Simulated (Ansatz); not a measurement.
# Decaying states in the gap of Lu2CF2, part 2 of 4

A new crystal, Lu2CF2: structure, gap and complex bands. It is built by putting F for Cl in the Lu2CCl2 structure of space group R-3m, with the volume rescaled by atomic radii. The parent structure comes from the Materials Project.

Ansatz 0.2.0; LDA DFT, plane waves, PAW files (the session's first sound run).

So far. Step 2 (Relaxing the new crystal): The largest force component on a free atom ends at 4.0e-4 eV/Å.

The structure was built from a prototype and need not be the compound's stable phase.

## 3. The bulk crystal and its band edges

The energy window and the wavevectors of the next steps follow from the band edges, so these are searched first, off the mesh as well.

Contents of input.yaml:

```yaml
crystal:
  lattice:
    - [1.6989936111, 0.9809144187, 7.0644172087]
    - [-1.6989936111, 0.9809144187, 7.0644172087]
    - [0.0, -1.9618288374, 7.0644172087]
  atoms:
    - { symbol: Lu, position: [0.1051176554, 0.1051176554, 0.1051176554] }
    - { symbol: Lu, position: [0.8948823446, 0.8948823446, 0.8948823446] }
    - { symbol: C, position: [0.5, 0.5, 0.5] }
    - { symbol: F, position: [0.7177311102, 0.7177311102, 0.7177311102] }
    - { symbol: F, position: [0.2822688898, 0.2822688898, 0.2822688898] }
kpoints:
  mp_grid: { grid: [8, 8, 8] }
  band_path: { path: [VBM, CBM], npoints: 30 }
scf:
  occupations: { method: fixed }
hamiltonian:
  xc: lda
output:
  eigenvalues: true
  write_potential: true
  write_density: true
  volumetric_format: npy
  elf: true
```

Launch:

```sh
$ ansatz run input.yaml --threads 2 --pin off --max-ram 4096MiB --backend cpu --events-out ev --progress --plain --runs-dir out
```

Numbers of over 12 decimals in the logs are rounded to 6 here.

Output:

```text
[...]
Crystal: 5 atoms, lattice volume = 70.640 Å³
Basis set: ecut = 420 eV, 1403 PW (Γ), FFT grids on a1−a2, a2, −a2+a3
Bands: 41, of which v1, the nominal top of the filled ones, is band 34 counted from 1 (33 counted from 0)
Symmetry: 12 space group operations
[...]
k-points: 65 of 512
[...]
SCF iter   1: F=—  HF=-30823.029436 eV  |F-HF|=—  |Δ(HF+E_count)|=         —  Δρ=1.76e-2  dr2=1.81e-1  ethr=1.77e-3  ⟨swp⟩=5.2  Hψ=10098  notcnv=0  defer=262
[...]
SCF iter   9: F=-30822.974911 eV  HF=-30822.974911 eV  |F-HF|=1.27e-8  |Δ(HF+E_count)|=   1.26e-9  Δρ=6.04e-6  dr2=3.72e-8  ethr=1.47e-10  ⟨swp⟩=12.2  Hψ=14441  notcnv=0
SCF 1 converged in 9 iterations: F = -30822.974911 eV  dr2 = 3.72e-8
[...]
NSCF: frozen V_eff on 32 k-points
[...]
SCF converged after 9 iterations
Free energy (F): -30822.974911 eV
[...]
Internal energy: -30822.974911 eV  (E = F + TS)
E sigma→0 (E₀):  -30822.974911 eV
Fermi energy:    12.923749 eV
[...]
--- Band table (eV; the first three rows and the last of 65) ---
  k-point 0: bands = [... 30 lower, 9.5018, 11.3553, 12.9237, 12.9237, 15.3182, 16.3643, 16.3643, 16.3904, ... 3 higher]
  k-point 1: bands = [... 30 lower, 9.5206, 11.4289, 12.2649, 12.8288, 15.6873, 15.7480, 16.5238, 16.7269, ... 3 higher]
  k-point 2: bands = [... 30 lower, 9.5268, 11.3200, 11.6767, 12.6868, 14.7683, 16.2925, 17.0645, 17.6834, ... 3 higher]
  k-point 64: bands = [... 30 lower, 9.5498, 10.9352, 12.9043, 12.9043, 15.6625, 16.2783, 16.2783, 16.5391, ... 3 higher]
```

Run time: 4.5 s. Hardware: 2 threads of AMD EPYC 9R45, shared host; peak memory 0.47 GiB; 8.6 s of CPU time.

Reading the cycles: dr2 is the Hartree energy of the density residual (eV), the measure of convergence; HF is the Harris–Foulkes estimate of the energy, which meets the free energy F at convergence.

This step gave:

| Item | Value |
| --- | --- |
| Fermi energy | 12.92 eV |
| gap on the k-mesh | 0.8266 eV |
| gap on path | 0.8266 eV, by band count; negative where bands overlap |
| direct gap on path | 1.123 eV |
| edge places on path | 0, 1.108 1/A along the path |

Electronic bands along the path, in eV, zero at the Fermi level (highest filled level under fixed occupations); v1 is the highest filled band, c1 the lowest empty one:

```
  point     v4     v3     v2     v1    c1    c2    c3    c4
    VBM  -3.42  -1.57   0.00   0.00  2.39  3.44  3.44  3.47
halfway  -3.41  -1.52  -1.22  -0.22  1.78  3.17  4.23  4.71
    CBM  -3.49  -2.21  -0.88  -0.30  0.83  4.71  4.89  6.26
```

ELF in the ac plane of the cell as run, not the conventional one, at fractional y = 0.105, with atoms of Lu within 0.2 Å of it. It is the smooth field of the valence electrons, not physical close to the nuclei.

Values, 11 rows by 16 columns, each cell a mean:
```
0.02 0.12 0.46 0.76 0.82 0.52 0.19 0.24 0.18 0.29 0.57 0.54 0.26 0.06 0.01 0.01
0.01 0.01 0.03 0.16 0.42 0.52 0.30 0.18 0.38 0.28 0.34 0.68 0.73 0.48 0.15 0.02
0.05 0.05 0.02 0.02 0.05 0.10 0.13 0.11 0.25 0.52 0.42 0.30 0.60 0.76 0.60 0.22
0.20 0.16 0.23 0.11 0.03 0.07 0.12 0.11 0.10 0.30 0.57 0.55 0.30 0.40 0.63 0.56
0.29 0.17 0.40 0.57 0.34 0.08 0.09 0.22 0.21 0.13 0.21 0.41 0.51 0.36 0.22 0.31
0.11 0.09 0.20 0.61 0.76 0.60 0.22 0.06 0.20 0.23 0.12 0.09 0.16 0.26 0.30 0.19
0.17 0.12 0.08 0.24 0.65 0.78 0.74 0.41 0.08 0.10 0.15 0.08 0.14 0.29 0.26 0.19
0.36 0.15 0.15 0.12 0.20 0.53 0.75 0.78 0.54 0.14 0.04 0.06 0.08 0.37 0.70 0.65
0.85 0.67 0.28 0.14 0.15 0.12 0.29 0.55 0.68 0.53 0.18 0.02 0.02 0.10 0.49 0.83
0.80 0.84 0.81 0.46 0.14 0.15 0.08 0.09 0.21 0.31 0.28 0.12 0.02 0.01 0.08 0.43
0.29 0.69 0.84 0.85 0.56 0.18 0.17 0.11 0.14 0.26 0.22 0.11 0.04 0.01 0.01 0.04
```
Columns run along a (7.3 Å), rows up along c (7.3 Å). Atoms in or near the plane, at fractional coordinates: Lu at (0.11, 0.11).

Electrostatic potential energy in the ac plane of the cell as run, not the conventional one, at fractional y = 0.105, with atoms of Lu within 0.2 Å of it. With pseudopotentials it is smooth inside the atoms' cores, unlike the true potential.

Values in eV, 11 rows by 16 columns, each cell a mean:
```
 14   8 -12 -38 -43 -18   7  14  11  -2 -17 -15   1  11  14  15
 15  15  13   6  -8 -14  -3  10  14  11  -4 -28 -32 -12   7  13
 12  15  16  15  12   9   6   8  13  15  13   2 -24 -36 -20   3
  3  12  15  16  16  15  14  12  12  14  15  15   8  -8 -23 -16
 -2   6  12  14  17  17  17  15  14  14  14  14  15  13   6  -3
  9   8  10   7   2  12  17  17  16  15  13  11  10  12  14  12
 13  13  13  12   2 -13   1  16  17  16  15  11   5  -2   0   9
 -8   9  14  15  14   7  -9  -3  15  17  16  15   9  -6 -28 -29
-53 -33  -2  13  15  14  12   6   8  15  16  16  14   9 -13 -47
-46 -56 -49 -16  10  14  13  10   9  11  13  15  16  15  10  -9
 -1 -33 -54 -54 -23   7  14  12   5  -1   3  10  14  15  15  12
```
Columns run along a (7.3 Å; values clipped at the 3rd and 97th percentile), rows up along c (7.3 Å). Atoms in or near the plane, at fractional coordinates: Lu at (0.11, 0.11).

Valence density in the ac plane of the cell as run, not the conventional one, at fractional y = 0.105, with atoms of Lu within 0.2 Å of it. It is the smooth field of the valence electrons, not physical close to the nuclei.

Values in e/Å³, 11 rows by 16 columns, each cell a mean:
```
 0  0  2  7  7  2  0  0  0  1  2  2  1  0  0  0
 0  0  0  0  1  1  1  0  0  0  1  3  4  2  0  0
 0  0  0  0  0  0  0  0  0  0  0  1  3  5  2  0
 0  0  0  0  0  0  0  0  0  0  0  0  0  1  2  2
 1  0  0  0  0  0  0  0  0  0  0  0  0  0  0  1
 0  0  0  1  1  1  0  0  0  0  0  0  0  0  0  0
 0  0  0  0  1  2  1  0  0  0  0  0  0  1  1  0
 1  0  0  0  0  1  2  2  0  0  0  0  0  1  3  4
17  8  1  0  0  0  0  1  1  0  0  0  0  0  2 10
14 34 19  3  0  0  0  0  0  0  0  0  0  0  0  2
 1  8 25 18  3  0  0  0  0  1  1  0  0  0  0  0
```
Columns run along a (7.3 Å), rows up along c (7.3 Å). Atoms in or near the plane, at fractional coordinates: Lu at (0.11, 0.11).

The searched edges give 0.827 eV, as on the mesh.

## 4. Complex bands, plane (101)

This step: LDA DFT, plane waves, PAW files; complex bands by layer matching along the plane's normal (Ansatz 0.2.0).

The same crystal is laid in a cell whose first two vectors span the (101) plane (indices of the standard conventional cell, whose axes can be ordered otherwise than in the bulk input). At fixed energy and wavevector in the plane the solver finds all kz, real and complex. A few wavevectors are listed, (0, 0) and (0, -0.5) in units of the plane's reciprocal vectors; the slowest state needn't be among them.

Contents of input.yaml:

```yaml
crystal:
  lattice:
    - [3.397987222, 0.0, 0.0]
    - [1.698993611, 7.132193463, 0.0]
    - [1.698993611, -0.404725321, 2.914778771]
  atoms:
    - { symbol: Lu, position: [0.7897646892, 0.3153529662, 0.1051176554] }
    - { symbol: Lu, position: [0.2102353108, 0.6846470338, 0.8948823446] }
    - { symbol: C, position: [0.0, 0.5, 0.5] }
    - { symbol: F, position: [0.5645377796, 0.1531933306, 0.7177311102] }
    - { symbol: F, position: [0.4354622204, 0.8468066694, 0.2822688898] }
kpoints:
  mp_grid: { grid: [8, 8, 8] }
scf:
  occupations: { method: fixed }
hamiltonian:
  xc: lda
output:
  eigenvalues: true
  transmission:
    leads: [[0, 0]]
    kpoints: [[0.0, 0.0], [0.0, -0.5]]
    e_range: [-1.0, 1.83]
    de: 0.05
```

Output:

```text
[...]
Crystal: 5 atoms, lattice volume = 70.640 Å³
Basis set: ecut = 420 eV, 1403 PW (Γ)
Bands: 41, of which v1, the nominal top of the filled ones, is band 34 counted from 1 (33 counted from 0)
Symmetry: 12 space group operations
[...]
k-points: 65 of 512
[...]
SCF iter   1: F=—  HF=-30823.029490 eV  |F-HF|=—  |Δ(HF+E_count)|=         —  Δρ=1.76e-2  dr2=1.81e-1  ethr=1.77e-3  ⟨swp⟩=5.2  Hψ=10092  notcnv=0  defer=263
[...]
SCF iter   9: F=-30822.974911 eV  HF=-30822.974911 eV  |F-HF|=1.24e-8  |Δ(HF+E_count)|=   8.92e-9  Δρ=5.89e-6  dr2=3.79e-8  ethr=1.47e-10  ⟨swp⟩=12.1  Hψ=14442  notcnv=0
SCF 1 converged in 9 iterations: F = -30822.974911 eV  dr2 = 3.79e-8
[...]
transmission: 6 of 12 steps passed
transmission: 12 of 12 steps passed
SCF converged after 9 iterations
Free energy (F): -30822.974911 eV
[...]
Internal energy: -30822.974911 eV  (E = F + TS)
E sigma→0 (E₀):  -30822.974911 eV
Fermi energy:    12.923755 eV
[...]
--- Band table (eV; the first three rows and the last of 65) ---
  k-point 0: bands = [... 30 lower, 9.5018, 11.3553, 12.9238, 12.9238, 15.3182, 16.3643, 16.3643, 16.3904, ... 3 higher]
  k-point 1: bands = [... 30 lower, 9.5206, 11.4289, 12.2650, 12.8288, 15.6873, 15.7480, 16.5238, 16.7269, ... 3 higher]
  k-point 2: bands = [... 30 lower, 9.5268, 11.3200, 11.6767, 12.6868, 14.7683, 16.2925, 17.0645, 17.6834, ... 3 higher]
  k-point 64: bands = [... 30 lower, 9.4211, 10.9554, 11.4054, 12.0293, 15.6435, 17.0367, 18.0384, 18.2205, ... 3 higher]
--- Transmission ---
  basis      : 215 plane waves across, 6 finite elements along
  points     : 2, as listed
  energies   : 57 from -1.000000 to 1.800000 eV about the Fermi level, 0.050000 eV apart; the leads are filled to 0.413295 eV, and channels, transmission and decay are at 0.400000 eV
  crystal 0  : F2Lu2C1, at the sites [0, 0], period 2.9148 Å: whole cells are its period
    offset         : up to 0.0000 Å between an atom of the period and one for which it stands
    channels       : 0.000000e0 a spin
    conductance    : none, the energies end too early or step too widely for 300 K: set another output.transmission.e_range or a lower de, or, where they end at an eighth of basis.ecutwfc, a higher one
    slowest decay  : 0.1635 /Å at (0.0000, 0.0000)
```

Wall time 19 s (2 threads); peak memory 0.66 GiB; 29 s of CPU time.

This step gave:

```yaml
level_to_which_the_leads_are_filled: 0.4133 eV from the Fermi level
decay_constant_at_the_filling_level_zone_centre: 0.1635 Å⁻¹
decay_constant_at_the_filling_level_slowest_listed_point: 0.1635 Å⁻¹
```

K parallel (0, 0); values up to 1.5 1/Å, a degenerate pair printed once or twice; energies at which all values exceed this have no row. The Im kz of the slowest decaying states by energy, zero at the highest filled level on the SCF mesh:

| energy (eV) | decay 1 (Å⁻¹) | decay 2 (Å⁻¹) | decay 3 (Å⁻¹) | decay 4 (Å⁻¹) |
| --- | --- | --- | --- | --- |
| -1.00 | 0.652 | 0.659 | 0.731 | 1.03 |
| -0.85 | 0.172 | 0.620 | 0.664 | 0.719 |
| -0.70 | 0.335 | 0.577 | 0.666 | 0.700 |
| -0.60 | 0.410 | 0.540 | 0.667 | 0.682 |
| -0.45 | 0.455 | 0.518 | 0.643 | 0.666 |
| -0.30 | 0.182 | 0.597 | 0.618 | 0.664 |
| -0.15 | 0.575 | 0.582 | 0.644 | 0.660 |
| 0.00 | 0.00749 | 0.0186 | 0.575 | 0.642 |
| 0.10 | 0.0881 | 0.234 | 0.572 | 0.633 |
| 0.25 | 0.134 | 0.336 | 0.570 | 0.608 |
| 0.40 | 0.163 | 0.393 | 0.564 | 0.574 |
| 0.55 | 0.184 | 0.430 | 0.489 | 0.589 |
| 0.70 | 0.200 | 0.398 | 0.456 | 0.606 |
| 0.80 | 0.208 | 0.332 | 0.468 | 0.610 |
| 0.95 | 0.212 | 0.216 | 0.481 | 0.598 |
| 1.10 | 0.221 | 0.489 | 0.586 | 0.636 |
| 1.25 | 0.223 | 0.493 | 0.572 | 0.643 |
| 1.40 | 0.222 | 0.493 | 0.558 | 0.649 |
| 1.50 | 0.220 | 0.491 | 0.548 | 0.653 |
| 1.65 | 0.213 | 0.485 | 0.532 | 0.658 |
| 1.80 | 0.201 | 0.477 | 0.515 | 0.662 |

K parallel (0, 0). Re kz of states that move upwards against energy, zero at the highest filled level on the SCF mesh:

```
energy (eV)  channel 1 (Å⁻¹)  channel 2 (Å⁻¹)
      -1.00           -0.364            0.827
      -0.90           -0.335                -
      -0.80           -0.308                -
      -0.70           -0.280                -
      -0.60           -0.253                -
      -0.50           -0.226                -
      -0.40           -0.197                -
      -0.30           -0.167                -
      -0.25           -0.574           -0.150
      -0.15           -0.362           -0.114
      -0.05           -0.185          -0.0639
       0.00                -                -
       0.05                -                -
       0.15                -                -
       0.25                -                -
       0.35                -                -
       0.45                -                -
       0.55                -                -
       0.65                -                -
       0.75                -                -
       0.85                -                -
       0.95                -                -
       1.05                -                -
       1.10           -0.955                -
       1.20           -0.846                -
       1.30           -0.776                -
       1.40           -0.720                -
       1.50           -0.672                -
       1.60           -0.629                -
       1.70           -0.590                -
       1.80           -0.554                -
```

K parallel (0, -0.5); values up to 1.5 1/Å, a degenerate pair printed once or twice; energies at which all values exceed this have no row. The Im kz of the slowest decaying states by energy, zero at the highest filled level on the SCF mesh:

```csv
energy (eV),decay 1 (Å⁻¹),decay 2 (Å⁻¹),decay 3 (Å⁻¹),decay 4 (Å⁻¹)
-1.000,0.510,0.594,0.721,0.851
-0.800,0.214,0.497,0.573,0.682
-0.600,0.361,0.498,0.553,0.627
-0.400,0.418,0.503,0.523,0.539
-0.200,0.427,0.508,0.543,0.809
0.000,0.0484,0.119,0.403,0.510
0.200,0.154,0.334,0.361,0.511
0.400,0.205,0.304,0.409,0.510
0.600,0.226,0.241,0.448,0.506
0.800,0.0783,0.268,0.470,0.501
1.000,0.289,0.481,0.493,0.640
1.200,0.306,0.482,0.485,0.651
1.400,0.318,0.468,0.481,0.660
1.600,0.328,0.451,0.472,0.653
1.800,0.336,0.428,0.459,0.632
```

K parallel (0, -0.5). Table of Re kz of states that move upwards by energy, zero at the highest filled level on the SCF mesh:

```csv
energy (eV),channel 1 (Å⁻¹),channel 2 (Å⁻¹)
-1.00,-0.469,0.721
-0.85,-0.423,-
-0.75,-0.394,-
-0.60,-0.349,-
-0.45,-0.302,-
-0.35,-0.268,-
-0.20,-0.530,-0.210
-0.05,-0.213,-0.120
0.00,-,-
0.05,-,-
0.20,-,-
0.35,-,-
0.45,-,-
0.60,-,-
0.75,-,-
0.85,-1.06,-
1.00,-0.935,-
1.15,-0.857,-
1.25,-0.814,-
1.40,-0.756,-
1.55,-0.704,-
1.65,-0.671,-
1.80,-0.623,-
```

At the listed wavevectors the last open channel is at -0.05 eV and the next at +0.85 eV on the grid. At +0.40 eV, the grid energy nearest the filling level (the middle of the gap on the SCF mesh), the slowest state at the listed wavevectors decays with κ = 0.164 Å⁻¹, its amplitude falling by e over 6.1 Å. Through 1 nm of this crystal that state's transmission falls by exp(−2 × 0.164 Å⁻¹ × 10 Å) = 0.038.

## 5. Decay over the two-dimensional zone

The listed points could miss the slowest state, so one energy near mid-gap is solved on a mesh of 16×4.

Changes to input.yaml since step 4:

```diff
@@ -19,6 +19,2 @@
   eigenvalues: true
-  transmission:
-    leads: [[0, 0]]
-    kpoints: [[0.0, 0.0], [0.0, -0.5]]
-    e_range: [-1.0, 1.83]
-    de: 0.05
+  transmission: { leads: [[0, 0]], kmesh: [16, 4], e_range: [0.41, 0.42], de: 0.05 }
```

Output:

```text
[...]
Crystal: 5 atoms, lattice volume = 70.640 Å³
Basis set: ecut = 420 eV, 1403 PW (Γ)
Bands: 41, of which v1, the nominal top of the filled ones, is band 34 counted from 1 (33 counted from 0)
Symmetry: 12 space group operations
[...]
k-points: 65 of 512
[...]
SCF iter   1: F=—  HF=-30823.029490 eV  |F-HF|=—  |Δ(HF+E_count)|=         —  Δρ=1.76e-2  dr2=1.81e-1  ethr=1.77e-3  ⟨swp⟩=5.2  Hψ=10092  notcnv=0  defer=263
[...]
SCF iter   9: F=-30822.974911 eV  HF=-30822.974911 eV  |F-HF|=1.24e-8  |Δ(HF+E_count)|=   8.92e-9  Δρ=5.89e-6  dr2=3.79e-8  ethr=1.47e-10  ⟨swp⟩=12.1  Hψ=14442  notcnv=0
SCF 1 converged in 9 iterations: F = -30822.974911 eV  dr2 = 3.79e-8
[...]
transmission: 20 of 170 steps passed
transmission: 40 of 170 steps passed
[...]
transmission: 170 of 170 steps passed
SCF converged after 9 iterations
Free energy (F): -30822.974911 eV
[...]
Internal energy: -30822.974911 eV  (E = F + TS)
E sigma→0 (E₀):  -30822.974911 eV
Fermi energy:    12.923755 eV
[...]
--- Band table (eV; the first three rows and the last of 65) ---
  k-point 0: bands = [... 30 lower, 9.5018, 11.3553, 12.9238, 12.9238, 15.3182, 16.3643, 16.3643, 16.3904, ... 3 higher]
  k-point 1: bands = [... 30 lower, 9.5206, 11.4289, 12.2650, 12.8288, 15.6873, 15.7480, 16.5238, 16.7269, ... 3 higher]
  k-point 2: bands = [... 30 lower, 9.5268, 11.3200, 11.6767, 12.6868, 14.7683, 16.2925, 17.0645, 17.6834, ... 3 higher]
  k-point 64: bands = [... 30 lower, 9.4211, 10.9554, 11.4054, 12.0293, 15.6435, 17.0367, 18.0384, 18.2205, ... 3 higher]
--- Transmission ---
  basis      : 215 plane waves across, 5 finite elements along
  points     : 34, standing for a mesh of 16 x 4
  energies   : 1 from 0.410000 to 0.410000 eV about the Fermi level; the leads are filled to 0.413295 eV, and channels, transmission and decay are at 0.410000 eV
  crystal 0  : F2Lu2C1, at the sites [0, 0], period 2.9148 Å: whole cells are its period
[...]
channels       : 0.000000e0 a spin
    conductance    : none, crystal 0 has no channel at the energies, or these end too early or step too widely for 300 K: set another output.transmission.e_range or a lower de, or, where they end at an eighth of basis.ecutwfc, a higher one
    slowest decay  : 0.1308 /Å at (0.5000, 0.0000)
```

It took 12 s on 2 threads; peak memory 0.59 GiB; 23 s of CPU time.

Numbers from this step:

* least decay constant on the mesh: 0.1308 Å⁻¹

Slowest decay constant (1/Å; 0 where a channel is open) over k1 and k2. At 0.4100 eV from the Fermi level.

Ten even steps from '0' (0.131) to '9' (0.281):
```
1124567736765321
0023567626765320
1123567637765421
0024578959875420
```
Columns: k1 (b1) from -0.5 to 0.438; rows upwards: k2 (b2) from -0.5 to 0.25.

The least value on the mesh is 0.131 Å⁻¹ at +0.41 eV. At that energy the listed points give about 0.165 Å⁻¹ by interpolation, so they missed the slowest state.

[end of part 2 of 4]

[Logs are printed without paths, hosts, clocks, repeated set-up lines and the standing remarks that a program may print on its own settings, such as how far it seeks lower states.]

[Hosts, paths, dates, database ids (printed as entryN), source tags and the programs' standing remarks are cut or masked in the printed files.]

[New means built here by substitution; the compound itself may be known and measured.]
